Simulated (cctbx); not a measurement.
**Solving a structure by charge flipping**

Cell a = 6.1660 Å, b = 6.1660 Å, c = 3.9310 Å, α = 90.00°, β = 90.00°, γ = 120.00°; space group P6/mmm (no. 191); content Sn2 Ru1 Zr3.

The data are simulated with cctbx, not measured: Ag Kα, λ = 0.56087 Å, to d = 0.77 Å, 70 % of the full sphere, strongest reflection 20000 counts, noise from counting, a 3 % proportional error and a noise floor of 8 counts (s.d.); no absorption, and some extinction, which the refinements don't model.

Charge flipping in P1 on plain amplitudes to 0.9 Å, δ = 1.1 σ, 30 % of the reflections treated as weak, 450 cycles:

```text
cycle      R  skewness
    0  0.582     0.41
   37  0.281     3.39
   74  0.267     3.04
  111  0.246     3.15
  148  0.229     3.16
  185  0.244     3.28
  222  0.262     3.10
  259  0.257     3.13
  296  0.241     3.06
  333  0.247     3.06
  370  0.250     2.97
  407  0.230     3.17
  444  0.238     3.13
origin shift          correlation  skewness
 0.930  0.421  0.085      0.944      3.95
 0.264  0.088  0.090      0.956      4.93
 0.594  0.745  0.082      0.914      3.69
 0.939  0.368  0.305      0.857      0.69
taken: symmetry correlation 0.956, skewness 4.93
peak      x       y       z  mult  height/sigma
Q1    0.3333  0.6667  0.0000    2     12.3
Q2    0.0000  0.5000  0.5000    3      9.1
Q3    0.0000  0.0000  0.0000    1      7.1
Q4    0.2057  0.6029  0.2991   12      1.0
Q5    0.0000  0.0000  0.5000    1      1.0
Q6    0.2240  0.4481  0.5000    6      1.0
Q7    0.2140  0.4280  0.0000    6      0.9
Q8    0.0855  0.5428  0.0000    6      0.5
```

The origin is taken among those within 0.04 of the best correlation, by the skewness of the map.

Run time: 0.65 s on 1 thread of Arm Neoverse N1, on a shared host, peak memory 0.07 GiB.

Q: Assign the peaks.

Heights follow Z only loosely here, so the multiplicities, which must add up to the content, decide. First model: Q1 = Sn1 (2 in the cell, height 12.3), Q2 = Zr1 (3 in the cell, height 9.1) and Q3 = Ru1 (1 in the cell, height 7.1). Against the true structure, Q1 is Sn, Q2 is Zr and Q3 is Ru; the other peaks are not atoms.

Least squares on F², isotropic:

```text
Rint 0.027, 81 unique reflections to 0.77 A
cycle     R1     wR2    GooF  max shift (A)
   1  0.1129  0.2486  16.123   0.00000
   2  0.0080  0.0171   1.106   0.00000
final R1 0.0080 wR2 0.0171 GooF 1.106  parameters 3  data/parameter 27.0
atom        x        y        z      Ueq    occ   su(xyz)  su(Uiso or U11)
Sn1    0.33333  0.66667  0.00000   0.0051  1.000  0.00000  0.0001
Zr1    0.00000  0.50000  0.50000   0.0073  1.000  0.00000  0.0001
Ru1    0.00000  0.00000  0.00000   0.0058  1.000  0.00000  0.0002
difference map: max 0.33 min -0.71 rms 0.13
Q1    0.0000  0.4170  0.5000    6    0.33  0.51 A from Zr1
Q2    0.3333  0.6667  0.5000    2    0.31  1.78 A from Zr1
Q3    0.1396  0.5698  0.0000    6    0.27  1.03 A from Sn1
Q4    0.2632  0.5265  0.3257   12    0.24  1.48 A from Sn1
Q5    0.0833  0.1665  0.4119   12    0.24  1.85 A from Ru1
```

Anisotropic refinement:

```text
Rint 0.027, 81 unique reflections to 0.77 A
cycle     R1     wR2    GooF  max shift (A)
   1  0.0081  0.0171   1.139   0.00000
   2  0.0072  0.0144   0.959   0.00000
final R1 0.0072 wR2 0.0144 GooF 0.959  parameters 7  data/parameter 11.6
atom        x        y        z      Ueq    occ   su(xyz)  su(Uiso or U11)
Sn1    0.33333  0.66667  0.00000   0.0051  1.000  0.00000  0.0001
Zr1    0.00000  0.50000  0.50000   0.0074  1.000  0.00000  0.0002
Ru1    0.00000  0.00000  0.00000   0.0059  1.000  0.00000  0.0002
difference map: max 0.29 min -0.62 rms 0.12
Q1    0.3333  0.6667  0.5000    2    0.29  1.78 A from Zr1
Q2    0.1549  0.5774  0.0000    6    0.26  0.95 A from Sn1
Q3    0.2611  0.5222  0.3330   12    0.23  1.52 A from Sn1
Q4    0.0000  0.2295  0.2468   12    0.21  1.72 A from Ru1
Q5    0.0911  0.1822  0.1214   12    0.19  1.08 A from Ru1
Q6    0.0669  0.3547  0.0000   12    0.18  1.80 A from Sn1
```

**Reading.** The refinement ends at R1 = 0.0072, wR2 = 0.0144, GooF = 0.96, with difference density between -0.62 and 0.29 e/Å³. Every site matches the true model in element, within 0.001 Å r.m.s., up to an allowed shift of origin.

True model:

```
atom  mult.    x    y    z  Ueq (Å²)
 Sn1      2  1/3  2/3    0    0.0052
 Ru1      1    0    0    0    0.0059
 Zr1      3  1/2  1/2  1/2    0.0075
```

This is a model crystal, built by substitution and not relaxed, with assumed displacement parameters.

[Middle refinement cycles are left out of these outputs.]

[Logs are printed without paths, hosts, clocks, repeated set-up lines and the standing remarks that a program may print on its own settings, such as how far it seeks lower states.]
